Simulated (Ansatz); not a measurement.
# Sr on Ni(100): change of the work function, part 4 of 4

How does one ordered layer of Sr (hollow site) change the work function of Ni(100), and what dipole does each adsorbate carry?

Ansatz 0.2.0; plane-wave DFT, PBE, Ansatz PAW.

So far, work function, upper face (eV): step 2 (the clean slab) 4.88; step 3 (the covered slab) 2.31; step 5 (the slab at 0.25 ML, atoms frozen) 2.31; step 6 (the substrate of the 0.25 ML cell alone) 4.88; step 7 (the adsorbate layer of the 0.25 ML cell alone) 2.53.

## Step 9: The same run with other settings

This step: plane-wave DFT, PBE, Ansatz PAW (Ansatz 0.2.0).

System of this step: Sr/Ni(100). The cell holds 17 atoms: 16 Ni and 1 Sr. Its edges and angles: a = 4.978 Å, b = 4.978 Å, c = 26.085 Å, α = 90.0°, β = 90.0°, γ = 90.0°. Vacuum lies along c.

A run with a changed input: it repeats the earlier run at 0.25 ML with kpoints.mp_grid.shift to [0.5, 0.5, 0.0], scf.convergence.dr2_threshold from 1e-08 to 0.0001 and crystal.symmetry to detect: false; its output block differs too.

input.yaml reads:

```yaml
crystal:
  lattice:
    - [4.9780317396, 0.0, 0.0]
    - [0.0, 4.9780317396, 0.0]
    - [0.0, 0.0, 26.0854539102]
  atoms:
    - { symbol: Ni, position: [0.25, 0.25, 0.3450198732], spin: 0.76 }
    - { symbol: Ni, position: [0.0, 0.0, 0.4124904262], spin: 0.69 }
    - { symbol: Ni, position: [0.25, 0.25, 0.4808100432], spin: 0.7 }
    - { symbol: Ni, position: [0.0, 0.0, 0.5457302214], spin: 0.76 }
    - { symbol: Ni, position: [0.25, 0.75, 0.3450198732], spin: 0.76 }
    - { symbol: Ni, position: [0.0, 0.5, 0.4124904262], spin: 0.69 }
    - { symbol: Ni, position: [0.25, 0.75, 0.4808100432], spin: 0.7 }
    - { symbol: Ni, position: [0.0, 0.5, 0.5457302214], spin: 0.76 }
    - { symbol: Ni, position: [0.75, 0.25, 0.3450198732], spin: 0.76 }
    - { symbol: Ni, position: [0.5, 0.0, 0.4124904262], spin: 0.69 }
    - { symbol: Ni, position: [0.75, 0.25, 0.4808100432], spin: 0.7 }
    - { symbol: Ni, position: [0.5, 0.0, 0.5457302214], spin: 0.76 }
    - { symbol: Ni, position: [0.75, 0.75, 0.3450198732], spin: 0.76 }
    - { symbol: Ni, position: [0.5, 0.5, 0.4124904262], spin: 0.69 }
    - { symbol: Ni, position: [0.75, 0.75, 0.4808100432], spin: 0.7 }
    - { symbol: Ni, position: [0.5, 0.5, 0.5457302214], spin: 0.76 }
    - { symbol: Sr, position: [0.25, 0.25, 0.6549801268] }
  symmetry: { detect: false }
magnetization:
  spin_polarized: true
kpoints:
  mp_grid: { grid: [6, 6, 1], shift: [0.5, 0.5, 0.0] }
hamiltonian:
  xc: pbe
scf:
  occupations: { method: fermi_dirac, width: 0.1 }
  convergence: { dr2_threshold: 0.0001 }
efield:
  axis: 3
  dipole_correction: true
  ramp_position: 0.97
  ramp_width: 0.06
relax:
  f_tol: 0.02
  max_steps: 60
  constraints: [{ sites: [0, 1, 4, 5, 8, 9, 12, 13] }]
output:
  bader: true
  dos: { projected: true, e_range: [-8, 4] }
  write_potential: true
  write_density: true
  volumetric_format: npy
```

Run with:

```bash
ansatz run input.yaml --threads 8 --pin off --max-ram 12288MiB --backend cpu --events-out ev --progress --plain --runs-dir out
```

Numbers of over 12 decimals in the logs are rounded to 6 here.

Output:

```text
Warning: scf.convergence.dr2_threshold = 1e-4 eV is looser than this run's default, which is 1e-7 eV or tighter. The error in the forces grows as the threshold's square root, so leave the key out unless less accurate forces are enough
[...]
the start keeps a symmetry that the run doesn't impose, so 9 atoms are moved at random by 1.00e-2 Å, to let the relaxation leave a saddle point. relax.escape_saddle: false keeps them in place
[...]
Crystal: 17 atoms, lattice volume = 646.418 Å³
Basis set: ecut = 420 eV, 12651 PW (Γ), exchange–correlation on 72×72×360 points (8 copies of the dense FFT grid, shifted against one another)
Bands: 186, of which v1, the nominal top of the filled ones, is band 149 counted from 1 (148 counted from 0)
Symmetry: 1 space group operations
k-points: 18 of 36 (time reversal used)
[...]
Starting moments: Σ|m| = 11.64 μB on 16 of 17 sites
[...]
SCF iter   1: F=—  HF=-96959.929114 eV  |F-HF|=—  |Δ(HF+E_count)|=         —  Δρ=1.78e-2 (↑1.34e-2 ↓1.78e-2)  dr2=3.90e1  dr2_m=5.97e-1  M=11.668 μB ∫|m|=12.296 μB  β_m=1.00  ethr=3.10e-3  p=-0.000 e·Å  D=-1.06e-6 V/Å  ΔV_dip=0.00 eV  dr2_dipole=6.08e0  V_vac-E_F(+/−)=6.96/6.96 eV  ⟨swp⟩=11.1  Hψ=35509  notcnv=0  defer=370
[...]
SCF iter  13: F=-96974.297224 eV  HF=-96974.297306 eV  |F-HF|=8.17e-5  |Δ(HF+E_count)|=   4.71e-5  Δρ=9.43e-5 (↑2.19e-5 ↓9.43e-5)  dr2=9.46e-5  dr2_m=1.09e-5  M=10.440 μB ∫|m|=12.025 μB  ethr=9.86e-9  p=0.293 e·Å  D=8.20e-2 V/Å  ΔV_dip=-2.14 eV  dr2_dipole=4.03e-7  V_vac-E_F(+/−)=2.75/4.89 eV  ⟨swp⟩=21.1  Hψ=74061  notcnv=0
SCF 1 converged in 13 iterations: F = -96974.297224 eV  dr2 = 9.46e-5
[...]
relax step   1: F+E_penalty+E_count = -96974.29722396 eV  Δ(F+E_penalty+E_count) = +0.000e0 eV  max|allowed force component| = 1.195e0 eV/Å  Δτ_max = 0.0000 Å  (13 SCF iters, accepted)
[...]
SCF iter   9: F=-96974.514031 eV  HF=-96974.514042 eV  |F-HF|=1.15e-5  |Δ(HF+E_count)|=   8.39e-6  Δρ=2.66e-5 (↑1.17e-5 ↓2.66e-5)  dr2=1.33e-5  dr2_m=4.51e-7  M=10.361 μB ∫|m|=11.941 μB  ethr=1.87e-8  p=0.312 e·Å  D=8.73e-2 V/Å  ΔV_dip=-2.28 eV  dr2_dipole=1.81e-6  V_vac-E_F(+/−)=2.61/4.89 eV  ⟨swp⟩=17.6  Hψ=66934  notcnv=0
SCF 2 converged in 9 iterations: F = -96974.514031 eV  dr2 = 1.33e-5
relax step   2: F+E_penalty+E_count = -96974.51403057 eV  Δ(F+E_penalty+E_count) = -2.168e-1 eV  max|allowed force component| = 9.548e-1 eV/Å  Δτ_max = 0.1910 Å  (9 SCF iters, accepted)
SCF iter   1: F=—  HF=-96974.698353 eV  |F-HF|=—  |Δ(HF+E_count)|=         —  Δρ=2.95e-3 (↑1.87e-3 ↓2.95e-3)  dr2=3.35e-1  dr2_m=2.32e-2  M=10.248 μB ∫|m|=11.849 μB  β_m=1.00  ethr=5.41e-4  p=0.312 e·Å  D=8.73e-2 V/Å  ΔV_dip=-2.28 eV  dr2_dipole=2.51e-2  V_vac-E_F(+/−)=2.64/4.92 eV  ⟨swp⟩=8.8  Hψ=22457  notcnv=0  defer=502
[...]
SCF iter   8: F=-96974.668804 eV  HF=-96974.668861 eV  |F-HF|=5.69e-5  |Δ(HF+E_count)|=   2.32e-5  Δρ=5.75e-5 (↑1.47e-5 ↓5.75e-5)  dr2=6.37e-5  dr2_m=4.08e-6  M=10.246 μB ∫|m|=11.817 μB  ethr=1.26e-8  p=0.337 e·Å  D=9.44e-2 V/Å  ΔV_dip=-2.46 eV  dr2_dipole=9.28e-6  V_vac-E_F(+/−)=2.43/4.89 eV  ⟨swp⟩=17.9  Hψ=69856  notcnv=0
SCF 3 converged in 8 iterations: F = -96974.668804 eV  dr2 = 6.37e-5
[...]
relax step   3: F+E_penalty+E_count = -96974.66880373 eV  Δ(F+E_penalty+E_count) = -1.548e-1 eV  max|allowed force component| = 4.003e-1 eV/Å  Δτ_max = 0.1971 Å  (8 SCF iters, accepted)
[...]
relax step   4: F+E_penalty+E_count = -96974.68799632 eV  Δ(F+E_penalty+E_count) = -1.919e-2 eV  max|allowed force component| = 2.461e-1 eV/Å  Δτ_max = 0.1694 Å  (8 SCF iters, accepted)
[...]
relax step   5: F+E_penalty+E_count = -96974.69582697 eV  Δ(F+E_penalty+E_count) = -7.831e-3 eV  max|allowed force component| = 2.244e-2 eV/Å  Δτ_max = 0.0360 Å  (6 SCF iters, accepted)
SCF iter   1: F=—  HF=-96974.696021 eV  |F-HF|=—  |Δ(HF+E_count)|=         —  Δρ=1.19e-4 (↑1.19e-4 ↓8.59e-5)  dr2=1.81e-4  dr2_m=2.40e-5  M=10.145 μB ∫|m|=11.695 μB  β_m=1.00  ethr=1.83e-6  p=0.352 e·Å  D=9.85e-2 V/Å  ΔV_dip=-2.57 eV  dr2_dipole=1.30e-5  V_vac-E_F(+/−)=2.33/4.90 eV  ⟨swp⟩=2.2  Hψ=11739  notcnv=0  defer=175
[...]
SCF iter   4: F=-96974.695918 eV  HF=-96974.695999 eV  |F-HF|=8.14e-5  |Δ(HF+E_count)|=   9.77e-6  Δρ=7.11e-5 (↑2.28e-5 ↓7.11e-5)  dr2=8.20e-5  dr2_m=5.08e-6  M=10.148 μB ∫|m|=11.698 μB  ethr=5.57e-9  p=0.351 e·Å  D=9.83e-2 V/Å  ΔV_dip=-2.56 eV  dr2_dipole=7.10e-6  V_vac-E_F(+/−)=2.33/4.90 eV  ⟨swp⟩=15.7  Hψ=66644  notcnv=0
SCF 6 converged in 4 iterations: F = -96974.695918 eV  dr2 = 8.20e-5
relax step   6: F+E_penalty+E_count = -96974.69591757 eV  Δ(F+E_penalty+E_count) = -9.060e-5 eV  max|allowed force component| = 3.001e-3 eV/Å  Δτ_max = 0.0053 Å  (4 SCF iters, accepted)
[...]
solved again in the potential of the output density, not every published eigenvalue holds within its bar: in spin ↑, 1396 eigenvalues moved, the lowest at band 0; the one that moved furthest (k=5, band 55), published at -60.596 eV, moved by -0.046 eV, against a bar of 0.010 eV; in spin ↓, 1751 eigenvalues moved, the lowest at band 0; the one that moved furthest (k=0, band 9), published at -99.492 eV, moved by -0.046  [...]
[...]
WARN: the relaxation ended near the 8 symmetry operations of its rattled start. A stable structure does so, and so can a saddle point along a move or strain that wasn't checked. `relax.random_displacement` or `relax.escape_saddle: true` tries the moves, and a distorted `crystal.lattice` a strain
SCF converged after 4 iterations
Magnetization: 10.1476 μB (154.0738 up, 143.9262 down)
Absolute magnetization: 11.7088 μB (∫|ρ↑−ρ↓|, with the PAW one-centre terms)
[...]
Per-site moments (μB) at R_I (Å): [(0.758512, 1.026719), (0.690373, 1.025275), (0.681499, 1.012731), (0.583708, 1.012639), (0.765136, 1.026719), (0.690402, 1.025310), (0.659832, 1.012567), (0.583439, 1.012567), (0.765136, 1.026719), (0.690352, 1.025258), (0.659829, 1.012590), (0.583937, 1.012690), (0.761353, 1.026719), (0.690383, 1.025293), (0.650116, 1.015201), (0.583595, 1.012590), (-0.028660, 1.204754)]
Free energy (F): -96974.695918 eV
[...]
Internal energy: -96973.772141 eV  (E = F + TS)
E sigma→0 (E₀):  -96974.234029 eV
Entropy (-TS):   -0.923777 eV (-54.340 meV/atom)
Fermi energy:    3.017686 eV
Dipole field:    D = 0.100294 V/Å  (p = 0.358282 e·Å, saw-weighted, corrected)
Work function:   Φ+ = 2.3112 eV   Φ− = 4.9275 eV
[...]
--- Forces (eV/Å), atoms counted from 1 ---
  atom   1  Ni     0.00000367    -0.00000361     0.33186527
  atom   2  Ni     0.03239807     0.03236414    -0.32141921
  atom   3  Ni     0.00000746     0.00010970     0.00068402
  atom   4  Ni    -0.00044497    -0.00082453    -0.00258509
  atom   5  Ni    -0.00000382     0.00000407     0.31568355
  atom   6  Ni     0.03234415    -0.03238282    -0.32100114
  atom   7  Ni    -0.00009744    -0.00000811     0.00040273
  atom   8  Ni    -0.00069697     0.00022597    -0.00265787
  atom   9  Ni    -0.00000076     0.00000335     0.31568302
  atom  10  Ni    -0.03238327     0.03242889    -0.32168135
  atom  11  Ni     0.00006001    -0.00000122     0.00039290
  atom  12  Ni     0.00076187    -0.00024417    -0.00300104
  atom  13  Ni    -0.00000142    -0.00000013     0.32616425
  atom  14  Ni    -0.03239395    -0.03234553    -0.32128013
  atom  15  Ni    -0.00002664    -0.00007410     0.00057306
  atom  16  Ni     0.00032837     0.00094238    -0.00254399
  atom  17  Sr     0.00009426    -0.00015860     0.00100580
  max |Σ_I F_I| component: 3.72e-3 eV/Å
--- Band table (eV; the first three rows and the last of 36) ---
  k-point 0 ↑: bands = [... 145 lower, 2.4687, 2.4804, 2.4865, 2.5144, 2.5461, 2.7411, 2.8231, 3.0651, ... 33 higher]
  k-point 1 ↑: bands = [... 145 lower, 2.3604, 2.3939, 2.3973, 2.4748, 2.5121, 2.5198, 2.5450, 2.6116, ... 33 higher]
  k-point 2 ↑: bands = [... 145 lower, 2.3915, 2.4139, 2.4281, 2.4429, 2.4512, 2.4523, 2.4770, 2.5119, ... 33 higher]
  k-point 17 ↓: bands = [... 145 lower, 3.1483, 3.1790, 3.2029, 3.2196, 3.2294, 3.2404, 3.2667, 3.3259, ... 33 higher]
--- Relaxed structure (6 steps of the walk, 6 accepted, 0 SCFs on fresh bases) ---
  F+E_penalty+E_count = -96974.69591757 eV   max|allowed force component| = 3.001e-3 eV/Å
  atoms:
    - { symbol: Ni, position: [0.25, 0.25, 0.3450198732] }
    - { symbol: Ni, position: [0.0, 0.0, 0.412490] }
    - { symbol: Ni, position: [0.250004, 0.249989, 0.481514] }
    - { symbol: Ni, position: [-0.00255244, -0.00250418, 0.546427] }
    - { symbol: Ni, position: [0.25, 0.750000, 0.3450198732] }
    - { symbol: Ni, position: [0.0, 0.5, 0.412490] }
    - { symbol: Ni, position: [0.250011, 0.750010, 0.480816] }
    - { symbol: Ni, position: [-0.00252614, 0.502582, 0.546415] }
    - { symbol: Ni, position: [0.750000, 0.25, 0.3450198732] }
    - { symbol: Ni, position: [0.5, 0.0, 0.412490] }
    - { symbol: Ni, position: [0.749991, 0.249988, 0.480816] }
    - { symbol: Ni, position: [0.502507, -0.00256791, 0.546438] }
    - { symbol: Ni, position: [0.750000, 0.750000, 0.3450198732] }
    - { symbol: Ni, position: [0.5, 0.5, 0.412490] }
    - { symbol: Ni, position: [0.749991, 0.750017, 0.479772] }
    - { symbol: Ni, position: [0.502565, 0.502497, 0.546422] }
    - { symbol: Sr, position: [0.249797, 0.250313, 0.635294] }
--- Bader charges: 17 sites ---
  site symbol  charge [e]  shift [e]    m [muB]
     0     Ni     -0.0160     0.0001     0.7201
     1     Ni      0.0149     0.0001     0.6520
     2     Ni      0.0159     0.0001     0.6440
     3     Ni     -0.2449     0.0000     0.5367
     4     Ni     -0.0152     0.0001     0.7276
     5     Ni      0.0149     0.0001     0.6521
     6     Ni      0.0053     0.0000     0.6227
     7     Ni     -0.2449     0.0000     0.5364
     8     Ni     -0.0152     0.0001     0.7276
     9     Ni      0.0149     0.0001     0.6520
    10     Ni      0.0053     0.0000     0.6227
    11     Ni     -0.2448     0.0000     0.5369
    12     Ni     -0.0145     0.0000     0.7242
    13     Ni      0.0149     0.0001     0.6521
    14     Ni      0.0007     0.0000     0.6140
    15     Ni     -0.2449     0.0000     0.5366
    16     Sr      0.9538     0.0000    -0.0111
  estimated error of the sums over rays = 4.3e-4 e
```

The job ended after 7.3 min (8 threads of Intel Xeon Platinum 8375C at 2.90GHz (Ice Lake), shared host; peak memory 6.9 GiB).

| quantity | this run | earlier run | difference |
| --- | --- | --- | --- |
| work function, upper face (eV) | 2.311 | 2.312 | -3.6e-4 |
| work function, lower face (eV) | 4.927 | 4.894 | 0.033 |
| dipole along the normal (e·Å) | 0.3583 | 0.3537 | 0.0046 |
| total moment (μB) | 10.15 | 10.04 | 0.11 |

What moves beyond 0.01 in its unit (for the dipole 0.5 % and 5e-5 e·Å): total moment (+0.112 μB), work function, lower face (+0.0334 eV) and dipole along the normal (+0.00462 e·Å).

The change shows in the results, which are not taken further.

## Step 10: The same run with other settings

System of this step: Ni(100). The cell holds 4 atoms: 4 Ni. Cell: a = 2.489 Å, b = 2.489 Å, c = 23.280 Å, α = 90.0°, β = 90.0°, γ = 90.0°. Vacuum lies along c.

Another changed input: it repeats the earlier run at 0 ML with kpoints.mp_grid.grid from [12, 12, 1] to [8, 8, 1], kpoints.mp_grid.shift to [0.5, 0.5, 0.0] and scf.eigensolver.kind to davidson.

input.yaml reads:

```yaml
crystal:
  lattice:
    - [2.4890158698, 0.0, 0.0]
    - [0.0, 2.4890158698, 0.0]
    - [0.0, 0.0, 23.28]
  atoms:
    - { symbol: Ni, position: [0.5, 0.5, 0.3865979381], spin: 0.7 }
    - { symbol: Ni, position: [0.0, 0.0, 0.4621993127], spin: 0.7 }
    - { symbol: Ni, position: [0.5, 0.5, 0.5378006873], spin: 0.7 }
    - { symbol: Ni, position: [0.0, 0.0, 0.6134020619], spin: 0.7 }
magnetization:
  spin_polarized: true
kpoints:
  mp_grid: { grid: [8, 8, 1], shift: [0.5, 0.5, 0.0] }
hamiltonian:
  xc: pbe
scf:
  occupations: { method: fermi_dirac, width: 0.1 }
  convergence: { dr2_threshold: 1.0e-08 }
  eigensolver: { kind: davidson }
efield:
  axis: 3
  dipole_correction: true
  ramp_position: 0.97
  ramp_width: 0.06
relax:
  f_tol: 0.02
  max_steps: 60
  constraints: [{ sites: [0, 1] }]
output:
  write_potential: true
  write_density: true
  volumetric_format: npy
```

Output:

```text
[...]
Crystal: 4 atoms, lattice volume = 144.224 Å³
Basis set: ecut = 420 eV, 2797 PW (Γ), exchange–correlation on 36×36×320 points (8 copies of the dense FFT grid, shifted against one another)
Bands: 45, of which v1, the nominal top of the filled ones, is band 36 counted from 1 (35 counted from 0)
Symmetry: 8 space group operations
k-points: 10 of 64
[...]
Starting moments: Σ|m| = 2.8 μB on 4 of 4 sites
[...]
SCF iter  17: F=-23357.240579 eV  HF=-23357.240579 eV  |F-HF|=8.51e-10  |Δ(HF+E_count)|=  9.02e-10  Δρ=1.01e-6 (↑3.91e-7 ↓1.01e-6)  dr2=2.09e-9  dr2_m=1.51e-10  M=2.613 μB ∫|m|=2.990 μB  ethr=2.64e-12 (applied; sched 1.36e-12)  p=-0.000 e·Å  D=-2.14e-7 V/Å  ΔV_dip=0.00 eV  dr2_dipole=4.61e-11  V_vac-E_F(+/−)=4.89/4.89 eV  ⟨swp⟩=3.9  Hψ=2244  notcnv=0
SCF 1 converged in 17 iterations: F = -23357.240579 eV  dr2 = 2.09e-9
  Residual-converged pass: ⟨swp⟩=5.8  Hψ=3579  notcnv=0  max |occ|·‖R‖ = 1.0e-8 eV (tolerance 1.0e-8 eV)  dr2=2.12e-9  dr2_m=1.51e-10  dr2_onsite=4.87e-10  max |Δocc| = 4.0e-11
[...]
relax step   1: F+E_penalty+E_count = -23357.24057920 eV  Δ(F+E_penalty+E_count) = +0.000e0 eV  max|allowed force component| = 3.944e-1 eV/Å  Δτ_max = 0.0000 Å  (17 SCF iters, accepted)
[...]
SCF iter  14: F=-23357.246943 eV  HF=-23357.246943 eV  |F-HF|=8.87e-9  |Δ(HF+E_count)|=   4.17e-9  Δρ=1.41e-6 (↑6.52e-7 ↓1.41e-6)  dr2=8.66e-9  dr2_m=6.07e-10  M=2.615 μB ∫|m|=2.990 μB  ethr=2.68e-12 (applied; sched 1.52e-12)  p=0.000 e·Å  D=7.23e-5 V/Å  ΔV_dip=-0.00 eV  dr2_dipole=1.89e-9  V_vac-E_F(+/−)=4.89/4.89 eV  ⟨swp⟩=4.0  Hψ=2277  notcnv=0
SCF 2 converged in 14 iterations: F = -23357.246943 eV  dr2 = 8.66e-9
[...]
relax step   2: F+E_penalty+E_count = -23357.24694318 eV  Δ(F+E_penalty+E_count) = -6.364e-3 eV  max|allowed force component| = 2.667e-1 eV/Å  Δτ_max = 0.0168 Å  (14 SCF iters, accepted)
SCF iter   1: F=—  HF=-23357.253524 eV  |F-HF|=—  |Δ(HF+E_count)|=         —  Δρ=1.69e-3 (↑1.11e-3 ↓1.69e-3)  dr2=1.08e-2  dr2_m=1.08e-3  M=2.627 μB ∫|m|=3.000 μB  β_m=1.00  ethr=1.52e-4  p=0.000 e·Å  D=7.05e-5 V/Å  ΔV_dip=-0.00 eV  dr2_dipole=1.29e-3  V_vac-E_F(+/−)=4.87/4.88 eV  ⟨swp⟩=4.5  Hψ=2380  notcnv=0  defer=3
[...]
SCF iter   9: F=—  HF=-23357.251599 eV  |F-HF|=—  |Δ(HF+E_count)|=   1.17e-7  Δρ=1.10e-5 (↑8.43e-6 ↓1.10e-5)  dr2=3.63e-7  dr2_m=8.67e-8  M=2.618 μB ∫|m|=2.993 μB  β_m=0.54  ethr=7.24e-10  p=0.000 e·Å  D=1.66e-4 V/Å  ΔV_dip=-0.00 eV  dr2_dipole=1.68e-8  V_vac-E_F(+/−)=4.89/4.89 eV  ⟨swp⟩=3.0  Hψ=3520  notcnv=0
eigensolver tolerance schedule: the retry pair's looser diagonalisation over-reported the residual by 0.44 of it (diagonalisation noise at 0.50 of the residual, at the tolerance the schedule requests for it); recorded, not acted on — ethr = c·dr2/N_el stays at c = 1.0e-1
SCF iter  10: F=—  HF=-23357.251599 eV  |F-HF|=—  |Δ(HF+E_count)|=   2.33e-7  Δρ=9.76e-6 (↑8.03e-6 ↓9.76e-6)  dr2=4.13e-7  dr2_m=2.45e-8  M=2.618 μB ∫|m|=2.993 μB  β_m=0.51  ethr=5.04e-10  p=0.000 e·Å  D=1.49e-4 V/Å  ΔV_dip=-0.00 eV  dr2_dipole=6.13e-8  V_vac-E_F(+/−)=4.89/4.89 eV  ⟨swp⟩=3.4  Hψ=2057  notcnv=0
[...]
SCF iter  14: F=-23357.251599 eV  HF=-23357.251599 eV  |F-HF|=4.98e-9  |Δ(HF+E_count)|=   8.71e-9  Δρ=9.75e-7 (↑3.44e-7 ↓9.75e-7)  dr2=5.33e-9  dr2_m=4.01e-10  M=2.618 μB ∫|m|=2.993 μB  ethr=2.38e-12  p=0.000 e·Å  D=1.44e-4 V/Å  ΔV_dip=-0.00 eV  dr2_dipole=1.16e-9  V_vac-E_F(+/−)=4.89/4.89 eV  ⟨swp⟩=3.0  Hψ=1900  notcnv=0
SCF 3 converged in 14 iterations: F = -23357.251599 eV  dr2 = 5.33e-9
[...]
relax step   3: F+E_penalty+E_count = -23357.25159936 eV  Δ(F+E_penalty+E_count) = -4.656e-3 eV  max|allowed force component| = 1.535e-2 eV/Å  Δτ_max = 0.0253 Å  (14 SCF iters, accepted)
[...]
SCF converged after 14 iterations
Magnetization: 2.6182 μB (37.3091 up, 34.6909 down)
Absolute magnetization: 2.9955 μB (∫|ρ↑−ρ↓|, with the PAW one-centre terms)
[...]
Per-site moments (μB) at R_I (Å): [(0.734750, 1.026719), (0.655450, 1.026719), (0.659064, 1.007898), (0.731250, 1.007898)]
Free energy (F): -23357.251599 eV
[...]
Internal energy: -23357.012649 eV  (E = F + TS)
E sigma→0 (E₀):  -23357.132124 eV
Entropy (-TS):   -0.238951 eV (-59.738 meV/atom)
Fermi energy:    2.134317 eV
Dipole field:    D = 0.000197 V/Å  (p = 0.000157 e·Å, saw-weighted, corrected)
Work function:   Φ+ = 4.8859 eV   Φ− = 4.8905 eV
[...]
--- Forces (eV/Å), atoms counted from 1 ---
  atom   1  Ni     0.00000000     0.00000000     0.32520811
  atom   2  Ni    -0.00000000     0.00000000    -0.32274247
  atom   3  Ni     0.00000000     0.00000000    -0.01534855
  atom   4  Ni     0.00000000     0.00000000     0.01285719
  max |Σ_I F_I| component: 2.57e-5 eV/Å
--- Band table (eV; the first three rows and the last of 20) ---
  k-point 0 ↑: bands = [... 32 lower, 0.9971, 1.2172, 1.2346, 1.2747, 1.5099, 1.5154, 1.5968, 2.6855, ... 5 higher]
  k-point 1 ↑: bands = [... 32 lower, 0.9707, 0.9811, 1.1644, 1.2469, 1.4757, 1.5830, 1.7788, 3.7122, ... 5 higher]
  k-point 2 ↑: bands = [... 32 lower, 1.0177, 1.2308, 1.2446, 1.2806, 1.4895, 1.5644, 2.5777, 5.0649, ... 5 higher]
  k-point 9 ↓: bands = [... 32 lower, 2.2568, 2.3853, 2.5904, 2.6672, 4.6630, 6.1615, 6.8078, 8.4497, ... 5 higher]
--- Relaxed structure (3 steps of the walk, 3 accepted, 0 SCFs on fresh bases) ---
  F+E_penalty+E_count = -23357.25159936 eV   max|allowed force component| = 1.535e-2 eV/Å
  atoms:
    - { symbol: Ni, position: [0.5, 0.5, 0.386598] }
    - { symbol: Ni, position: [0.0, 0.0, 0.4621993127] }
    - { symbol: Ni, position: [0.5, 0.5, 0.538792] }
    - { symbol: Ni, position: [0, 0.0, 0.611595] }
```

It took 9.2 s on 8 threads; peak memory 0.62 GiB; 65 s of CPU time.

| quantity | this run | earlier run | difference |
| --- | --- | --- | --- |
| work function, upper face (eV) | 4.886 | 4.883 | 0.0031 |
| dipole along the normal (e·Å) | 1.57e-4 | 5.51e-6 | 1.5e-4 |
| total moment (μB) | 2.618 | 2.748 | -0.13 |

What moves beyond 0.01 in its unit (for the dipole 0.5 % and 5e-5 e·Å): total moment (-0.13 μB) and dipole along the normal (+0.000152 e·Å).

The change shows in the results, which are not taken further.

## Step 11: What came out

* work function of the clean face: 4.88 eV
* work function at 0.25 ML: 2.31 eV
* dipole per adsorbate at 0.25 ML, positive end outwards: 1.70 D
* step of the potential from the moved charge at 0.25 ML, upper less lower side, atoms held: -2.58 eV

In words: Sr lowers the work function of Ni(100) at the lowest coverage, by 2.57 eV: the adsorbate layer has its positive end outwards. One coverage alone was completed, so no trend follows. The slab has 4 layers, at the tabulated experimental lattice constant, one starting site was run, and quantum-size effects of a slab this thin can reach one or two tenths of an eV. The magnetic order is the one reached from the typed start; other orders were not compared.

[Logs are printed without paths, hosts, clocks, repeated set-up lines and the standing remarks that a program may print on its own settings, such as how far it seeks lower states.]

[Hosts, paths, dates, database ids (printed as entryN), source tags and the programs' standing remarks are cut or masked in the printed files.]

[Maps of the electrostatic potential energy from Ansatz leave out the sawtooth potential of an applied field or a dipole correction, so their vacuum need not be flat; planar profiles and work functions include it.]
